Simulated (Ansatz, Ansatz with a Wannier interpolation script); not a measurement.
# From a coarse GW mesh to bands everywhere: ThSeO (P4/nmm), part 2 of 3

G0W0 gives levels on a mesh alone; what do the bands of ThSeO (P4/nmm) look like between the points?

Ansatz 0.2.0; LDA, Wannier functions and G0W0, plane waves, PAW. Known limits of the many-body steps: not at the basis limit; f levels unsure; no spin-orbit coupling; coarse k mesh.

So far. Step 2 (LDA bands): The gap is direct, at Γ. Step 3 (Wannier functions (O:2p Se:4p Th:6d Th:5f) on 8×8×4): Near the gap the model misses directly solved bands by 1.4 meV r.m.s. and by 25 meV at most in the window tested. This tests the starting bands, not the corrections carried with them.

## (4) G0W0 at every point of the mesh: 4×4×2 mesh, 478 empty bands, screening to 150 eV

G0W0 replaces the xc potential by the self-energy, built once from these orbitals. Only a window of levels is corrected, while the sums run over the empty bands that the input names.

This step: G0W0 on LDA, plane waves, PAW.

The input, input.yaml:

```yaml
crystal:
  lattice:
    - [4.038, 0.0, 0.0]
    - [0.0, 4.038, 0.0]
    - [0.0, 0.0, 7.03]
  atoms:
    - { symbol: Th, position: [0.0, 0.5, 0.18] }
    - { symbol: Th, position: [0.5, 0.0, 0.82] }
    - { symbol: Se, position: [0.0, 0.5, 0.63] }
    - { symbol: Se, position: [0.5, 0.0, 0.37] }
    - { symbol: O, position: [0.0, 0.0, 0.0] }
    - { symbol: O, position: [0.5, 0.5, 0.0] }
kpoints:
  mp_grid: { grid: [4, 4, 2] }
hamiltonian:
  xc: lda
scf:
  occupations: { method: fixed }
gw:
  n_empty_bands: 478
  ecut_chi: 150.0
  qp_bands: [v12, c18]
  screening: { model: contour_deformation }
```

Started as:

```
> ansatz run input.yaml --threads 16 --pin off --max-ram 27648MiB --backend cpu --events-out ev --progress --plain --runs-dir out
```

Numbers of over 12 decimals in the logs are rounded to 6 here.

Output:

```text
[...]
Crystal: 6 atoms, lattice volume = 114.627 Å³
Basis set: ecut = 420 eV, 2255 PW (Γ)
Bands: 41, of which v1, the nominal top of the filled ones, is band 34 counted from 1 (33 counted from 0)
Symmetry: 16 space group operations
[...]
k-points: 12 of 32
[...]
SCF iter   1: F=—  HF=-37634.692071 eV  |F-HF|=—  |Δ(HF+E_count)|=         —  Δρ=1.11e-2  dr2=1.15e-1  ethr=1.77e-3  ⟨swp⟩=4.2  Hψ=1670  notcnv=0  defer=44
[...]
SCF iter   7: F=-37634.670110 eV  HF=-37634.670110 eV  |F-HF|=3.14e-9  |Δ(HF+E_count)|=   6.52e-8  Δρ=3.62e-6  dr2=1.95e-8  ethr=1.47e-10  ⟨swp⟩=10.3  Hψ=1675  notcnv=0
SCF 1 converged in 7 iterations: F = -37634.670110 eV  dr2 = 1.95e-8
[...]
G₀W₀ screening: q 1/12
[... further progress lines ...]
SCF converged after 7 iterations
Free energy (F): -37634.670110 eV
[...]
Internal energy: -37634.670110 eV  (E = F + TS)
E sigma→0 (E₀):  -37634.670110 eV
Fermi energy:    13.229718 eV
[...]
--- Band table (eV; the first three rows and the last of 12) ---
  k-point 0: bands = [... 30 lower, 11.0883, 12.5957, 13.2297, 13.2297, 13.8879, 14.9662, 15.0929, 15.6413, ... 3 higher]
  k-point 1: bands = [... 30 lower, 11.4059, 11.4130, 12.8042, 12.8042, 14.3956, 14.4833, 15.0959, 15.8041, ... 3 higher]
  k-point 2: bands = [... 30 lower, 10.9930, 11.6869, 12.3777, 12.3931, 14.7608, 15.3202, 15.4240, 15.4634, ... 3 higher]
  k-point 11: bands = [... 30 lower, 11.3678, 11.3678, 11.8676, 11.8676, 15.3772, 15.3772, 15.6162, 15.6162, ... 3 higher]
--- G₀W₀: contour deformation, 8 samples at zero and on the imaginary axis and 2 off it, 32 q-points, 478 empty bands' worth ---
  eigenvalues of the whole cell's RPA ε∞ on this k-mesh (on a slab, of 1 + 4πα/V) = 7.9869, 9.2413, 9.2413; static W/v taken at q = 0 is 0.114177
  `?` marks the rows in doubt; gw_qp.tsv's column doubts and the gw_qp event give each row's grounds
    ik  band        ε_KS         Σx   Σc(E_QP)       V_xc       Z   E_QP_lin       E_QP  E_QP is
     0    23      7.2998   -22.8590     4.7022   -17.7978  0.7208     6.9375     6.9409  root
     0    24      7.4365   -23.6603     4.9497   -18.3322  0.7063     7.0535     7.0581  root
     0    25      7.6578   -23.8204     4.6215   -18.7898  0.7256     7.2453     7.2487  root
     0    26      7.6578   -23.8204     4.6215   -18.7898  0.7256     7.2453     7.2487  root
     0    27      8.8497   -24.4794     4.4720   -19.7174  0.7256     8.5584     8.5596  root
     0    28      8.8497   -24.4794     4.4720   -19.7174  0.7256     8.5584     8.5596  root
     0    29      9.9087   -16.9450     2.5348   -13.9090  0.7217     9.3982     9.4075  root
     0    30     11.0883   -17.6433     2.0535   -15.1220  0.7521    10.6155    10.6205  root
     0    31     11.0883   -17.6433     2.0535   -15.1220  0.7521    10.6155    10.6205  root
     0    32     12.5957   -18.3936     1.7473   -16.2180  0.7706    12.1645    12.1674  root
     0    33     13.2297   -18.5537     1.4111   -16.7743  0.7743    12.8597    12.8614  root
     0    34     13.2297   -18.5537     1.4111   -16.7743  0.7743    12.8597    12.8614  root
     0    35     13.8879    -9.1609    -4.9315   -14.9434  0.7811    14.7509    14.7389  root
     0    36     14.9662   -13.0782    -6.5087   -21.2123  0.7438    16.6737    16.5916  root
     0    37     15.0929   -13.4109    -7.0664   -22.3201  0.7498    17.0423    16.9357  root ?
[...]
0    39     15.7256   -15.5456    -8.0055   -25.6200  0.7144    17.9937    17.7944  root ?
     0    40     15.7256   -15.5456    -8.0055   -25.6200  0.7144    17.9937    17.7944  root ?
     0    41     15.9297   -15.2946    -8.2908   -25.5860  0.7046    18.1346    17.9303  root ?
     0    42     15.9297   -15.2946    -8.2908   -25.5860  0.7046    18.1346    17.9303  root ?
     0    43     15.9955   -16.0184    -7.7517   -25.7646  0.7136    18.1722    17.9899  root ?
     0    44     16.0693   -15.7598    -7.6471   -25.3235  0.7143    18.1551    17.9859  root ?
     0    45     16.2275   -15.3066    -7.6476   -24.8519  0.7153    18.2966    18.1251  root ?
[...]
0    47     16.4374   -17.0674    -8.7598   -27.9209  0.6852    18.8062    18.5310  root ?
     0    48     16.4374   -17.0674    -8.7598   -27.9209  0.6852    18.8062    18.5310  root ?
     0    49     16.6163   -16.8176    -8.7079   -27.5593  0.6814    18.9030    18.6502  root ?
     0    50     16.6163   -16.8176    -8.7079   -27.5593  0.6814    18.9030    18.6502  root ?
[...]
0    52     17.7121   -16.6611    -7.9393   -26.4429  0.6809    19.6866    19.5547  root ?
[...]
1    37     15.0959   -13.3110    -7.0377   -22.1725  0.7505    17.0233    16.9197  root ?
[...]
11    34     11.8676   -16.9644     1.6598   -14.8009  0.7672    11.3589    11.3639  root
[...]
11    44     16.4141   -16.7084    -8.5638   -27.3302  0.6879    18.7177    18.4721  root ?
    11    45     16.4613   -17.2617    -8.4693   -27.8174  0.6918    18.8060    18.5477  root ?
    11    46     16.4613   -17.2617    -8.4693   -27.8174  0.6918    18.8060    18.5477  root ?
    11    47     16.6595   -16.6726    -8.5734   -27.2206  0.6774    18.8560    18.6342  root ?
    11    48     16.6595   -16.6726    -8.5734   -27.2206  0.6774    18.8560    18.6342  root ?
    11    49     18.1837    -9.7611    -5.4333   -15.8217  0.7454    18.8215    18.8110  root
    11    50     18.1837    -9.7611    -5.4333   -15.8217  0.7454    18.8215    18.8110  root
    11    51     18.5846    -9.6676    -5.8762   -16.0103  0.7159    19.0579    19.0511  root
    11    52     18.5846    -9.6676    -5.8762   -16.0103  0.7159    19.0579    19.0511  root
```

Wall time 8.9 min (16 threads of Arm Neoverse N1, shared host); peak memory 4.8 GiB; 1.8 h of CPU time.

Numbers from this step:

* bands summed: 512
* RPA ε∞ on this mesh (eigenvalues): 7.987, 9.241, 9.241
* plane waves in the screening matrix: 471
* q-points in the mesh: 32
* G0W0 gap on the mesh: 1.878 eV
* k of the valence top: 0, 0, 0
* k of the conduction bottom: 0, 0, 0
* starting gap on the mesh: 0.6582 eV
* Z at the valence top: 0.7743
* Z at the conduction bottom: 0.7811
* least direct G0W0 gap on the computed points: 1.878 eV

The gap on the mesh goes from 0.66 eV to 1.88 eV, a correction of +1.22 eV. Between the two edge states, bare exchange in place of the xc potential would open the gap by 7.56 eV, and correlation takes back 6.34 eV.

## (5) Interpolating the corrections

A script adds the corrections, carried to the Wannier functions and back, to the LDA levels, along the path and on a 13×13×9 mesh.

- G0W0 gap over the zone: 1.878 eV
- valence top at: Γ
- conduction bottom at: Γ
- starting gap over the zone: 0.6582 eV
- least direct G0W0 gap: 1.878 eV
- G0W0 gap on the mesh: 1.878 eV
- valence width, start: 6.367 eV
- valence width, G0W0: 6.421 eV
- gap by a rigid shift: 1.878 eV

Levels solved directly plus the interpolated quasiparticle correction. Limits: finite bands, cutoff and mesh; f levels unsure; no spin-orbit coupling; coarse k mesh. The quasiparticle bands at the labelled points (eV, zero at the valence-band top of each set):

| point | band 31 | band 32 | band 33 | band 34 | band 35 | band 36 | band 37 | band 38 |
| --- | --- | --- | --- | --- | --- | --- | --- | --- |
| Γ | -2.24 | -0.69 | 0.00 | 0.00 | 1.88 | 3.46 | 3.73 | 4.07 |
| halfway | -2.36 | -1.52 | -0.85 | -0.84 | 3.34 | 3.83 | 4.04 | 4.49 |
| X | -2.00 | -2.00 | -1.36 | -1.36 | 3.62 | 3.62 | 4.76 | 4.76 |
| halfway | -2.06 | -2.06 | -1.20 | -1.20 | 4.17 | 4.17 | 4.56 | 4.56 |
| M | -2.46 | -2.46 | -1.55 | -1.55 | 4.35 | 4.35 | 4.48 | 4.48 |
| halfway | -2.04 | -1.97 | -1.21 | -0.82 | 4.10 | 4.12 | 4.31 | 4.57 |
| Γ | -2.24 | -0.69 | 0.00 | 0.00 | 1.88 | 3.46 | 3.73 | 4.07 |
| halfway | -2.07 | -1.17 | -0.16 | -0.16 | 2.12 | 3.45 | 3.99 | 4.07 |
| Z | -1.89 | -1.89 | -0.34 | -0.34 | 2.58 | 2.96 | 4.06 | 4.47 |
| halfway | -1.89 | -1.17 | -0.83 | -0.75 | 3.72 | 3.76 | 4.39 | 4.56 |
| R | -1.83 | -1.83 | -1.24 | -1.24 | 4.03 | 4.03 | 4.76 | 4.76 |
| halfway | -2.09 | -2.09 | -1.56 | -1.56 | 4.45 | 4.45 | 4.69 | 4.69 |
| A | -1.90 | -1.90 | -1.50 | -1.50 | 4.55 | 4.55 | 4.80 | 4.80 |
| halfway | -2.66 | -1.59 | -1.01 | -0.98 | 4.38 | 4.51 | 4.60 | 4.69 |
| Z | -1.89 | -1.89 | -0.34 | -0.34 | 2.58 | 2.96 | 4.06 | 4.47 |
| jump to X | -2.00 | -2.00 | -1.36 | -1.36 | 3.62 | 3.62 | 4.76 | 4.76 |
| halfway | -1.91 | -1.91 | -1.27 | -1.27 | 3.83 | 3.83 | 4.85 | 4.85 |
| R | -1.83 | -1.83 | -1.24 | -1.24 | 4.03 | 4.03 | 4.76 | 4.76 |
| jump to M | -2.46 | -2.46 | -1.55 | -1.55 | 4.35 | 4.35 | 4.48 | 4.48 |
| halfway | -2.14 | -2.14 | -1.52 | -1.52 | 4.43 | 4.43 | 4.62 | 4.62 |
| A | -1.90 | -1.90 | -1.50 | -1.50 | 4.55 | 4.55 | 4.80 | 4.80 |

The same for LDA:

```csv
point,band 31,band 32,band 33,band 34,band 35,band 36,band 37,band 38
Γ,-2.14,-0.63,0.00,0.00,0.66,1.74,1.86,2.41
X,-1.92,-1.92,-1.41,-1.41,1.84,1.84,2.58,2.58
M,-2.35,-2.35,-1.40,-1.40,1.97,1.97,2.38,2.38
Γ,-2.14,-0.63,0.00,0.00,0.66,1.74,1.86,2.41
Z,-1.82,-1.82,-0.43,-0.43,1.17,1.25,1.87,2.57
R,-1.78,-1.78,-1.30,-1.30,2.04,2.04,2.51,2.51
A,-1.86,-1.86,-1.36,-1.36,2.15,2.15,2.39,2.39
Z,-1.82,-1.82,-0.43,-0.43,1.17,1.25,1.87,2.57
X,-1.92,-1.92,-1.41,-1.41,1.84,1.84,2.58,2.58
R,-1.78,-1.78,-1.30,-1.30,2.04,2.04,2.51,2.51
M,-2.35,-2.35,-1.40,-1.40,1.97,1.97,2.38,2.38
A,-1.86,-1.86,-1.36,-1.36,2.15,2.15,2.39,2.39
```

Corrections by starting level (eV, on the run's own energy scale, so only their differences matter):

| start | correction |
| --- | --- |
| -6.37 | −0.42 |
| -5.58 | −0.35 |
| -5.38 | −0.38 |
| -5.08 | −0.35 |
| -4.44 | −0.27 |
| -4.00 | −0.26 |
| -3.18 | −0.43 |
| -2.35 | −0.48 |
| -1.86 | −0.41 |
| -1.40 | −0.52 |
| -0.85 | −0.36 |
| -0.43 | −0.28 |
| 0.66 | +0.85 |
| 1.84 | +1.41 |
| 2.90 | +1.49 |
| 4.09 | +1.32 |
| 4.68 | +0.92 |
| 5.95 | +0.77 |

## (6) LDA+SOC bands, for comparison

The many-body steps leave out spin-orbit coupling, so its effect is taken from a two-component run, with twice the bands.

This step: DFT, LDA with spin-orbit coupling, plane waves, PAW.

input.yaml, the sections that differ from step 4:

```yaml
kpoints:
  mp_grid: { grid: [4, 4, 2] }
  band_path:
    path:
      - [[0.0, 0.0, 0.0], [0.0, 0.5, 0.0], [0.5, 0.5, 0.0], [0.0, 0.0, 0.0], [0.0, 0.0, 0.5], [0.0, 0.5, 0.5], [0.5, 0.5, 0.5], [0.0, 0.0, 0.5]]
      - [[0.0, 0.5, 0.0], [0.0, 0.5, 0.5]]
      - [[0.5, 0.5, 0.0], [0.5, 0.5, 0.5]]
    npoints: 10
scf:
  occupations: { method: fermi_dirac, width: 0.02 }
  n_extra_bands: 12
magnetization:
  noncollinear: true
  spin_orbit: true
output:
  eigenvalues: true
# crystal, hamiltonian: as in step 4
# gw: removed
```

Output:

```text
[...]
non-collinear run that drives no moment, with spin-orbit: no starting moment large enough to seed its density (crystal.atoms[].spin), no starting occupations that ask for one, no magnetisation constraint and no magnetic field, so the semilocal B_xc is pinned to zero
Crystal: 6 atoms, lattice volume = 114.627 Å³
Basis set: ecut = 420 eV, 2255 PW (Γ)
Bands: 80, of which v1, the nominal top of the filled ones, is band 68 counted from 1 (67 counted from 0)
Symmetry: 16 space group operations + 16 with time reversal
[...]
k-points: 12 of 32
Projection manifold: j_resolved (fully-relativistic pseudo-atomic orbitals)
[...]
SCF iter   1: F=—  HF=-37775.467806 eV  |F-HF|=—  |Δ(HF+E_count)|=         —  Δρ=5.18e-2  dr2=3.10e0  dr2_m=0.00e0 (ungated)  ethr=3.10e-3  |M|=0.00e0 ∫|m|=0.00e0 μB  |m|>n=0.0e0 m-floor=0.0e0 τ_xc=0.0e0  β_m=0.30  ⟨swp⟩=5.2  Hψ=2162  notcnv=0  defer=2
[...]
spin=Noncollinear: Resta preconditioning applied to the charge; magnetization (m_x, m_y, m_z) channels mix plain (no charge-response kernel on spin).
SCF iter   2: F=—  HF=-37774.967285 eV  |F-HF|=—  |Δ(HF+E_count)|=   5.01e-1  Δρ=2.74e-2  dr2=8.00e-1  dr2_m=0.00e0 (ungated)  ethr=3.10e-3  |M|=0.00e0 ∫|m|=0.00e0 μB  |m|>n=0.0e0 m-floor=0.0e0 τ_xc=0.0e0  β_m=0.42  ⟨swp⟩=3.1  Hψ=764  notcnv=0  defer=76
[...]
SCF iter   8: F=-37774.779946 eV  HF=-37774.779946 eV  |F-HF|=1.26e-8  |Δ(HF+E_count)|=   3.26e-7  Δρ=9.16e-6  dr2=8.51e-8  dr2_m=0.00e0 (ungated)  ethr=1.47e-10  |M|=0.00e0 ∫|m|=0.00e0 μB  |m|>n=0.0e0 m-floor=0.0e0 τ_xc=0.0e0  ⟨swp⟩=13.3  Hψ=2278  notcnv=0
SCF 1 converged in 8 iterations: F = -37774.779946 eV  dr2 = 8.51e-8
[...]
SCF converged after 8 iterations
Magnetization: |M| = 0.0000 μB,  M = (+0.0000, +0.0000, +0.0000) μB
Absolute magnetization: 0.0000 μB (∫|m|)
  site 0: m = (+0.0000, +0.0000, +0.0000) μB, |m| = 0.0000 μB  (R = 0.98 Å)
  site 1: m = (+0.0000, +0.0000, +0.0000) μB, |m| = 0.0000 μB  (R = 0.98 Å)
  site 2: m = (+0.0000, +0.0000, +0.0000) μB, |m| = 0.0000 μB  (R = 1.30 Å)
  site 3: m = (+0.0000, +0.0000, +0.0000) μB, |m| = 0.0000 μB  (R = 1.30 Å)
  site 4: m = (+0.0000, +0.0000, +0.0000) μB, |m| = 0.0000 μB  (R = 0.98 Å)
  site 5: m = (+0.0000, +0.0000, +0.0000) μB, |m| = 0.0000 μB  (R = 0.98 Å)
Free energy (F): -37774.779946 eV
[...]
Internal energy: -37774.779945 eV  (E = F + TS)
E sigma→0 (E₀):  -37774.779946 eV
Entropy (-TS):   -0.000000 eV (-0.000 meV/atom)
Fermi energy:    13.690992 eV
[...]
--- Band table (eV; the first three rows and the last of 12) ---
  k-point 0: bands = [... 64 lower, 13.1959, 13.1959, 13.4652, 13.4652, 13.9168, 13.9168, 15.0046, 15.0046, ... 8 higher]
  k-point 1: bands = [... 64 lower, 12.6457, 12.6457, 13.0085, 13.0085, 14.4282, 14.4282, 14.5352, 14.5352, ... 8 higher]
  k-point 2: bands = [... 64 lower, 12.2614, 12.2614, 12.5518, 12.5518, 14.7997, 14.7997, 15.3515, 15.3515, ... 8 higher]
  k-point 11: bands = [... 64 lower, 11.9763, 11.9763, 11.9763, 11.9763, 15.3580, 15.3580, 15.3580, 15.3580, ... 8 higher]
```

The job ended after 24 s (16 threads; peak memory 2.7 GiB; 5.9 min of CPU time).

This step gave:

```yaml
filled_bands: 68
gap: 0.4516 eV
valence_top_at: Γ
conduction_bottom_at: Γ
least_direct_gap: 0.4516 eV
```

The gap stands −0.21 eV against LDA.

[end of part 2 of 3]

[Paths, hosts, dates, memory and timing lines, banners, echoed tables and standing remarks are left out of the program output.]

[Logs are printed without paths, hosts, clocks, repeated set-up lines and the standing remarks that a program may print on its own settings, such as how far it seeks lower states.]

[Runs of the session that timed out or met a known fault of the program may be left out.]

[Hosts, paths, dates, database ids (printed as entryN), source tags and the programs' standing remarks are cut or masked in the printed files.]
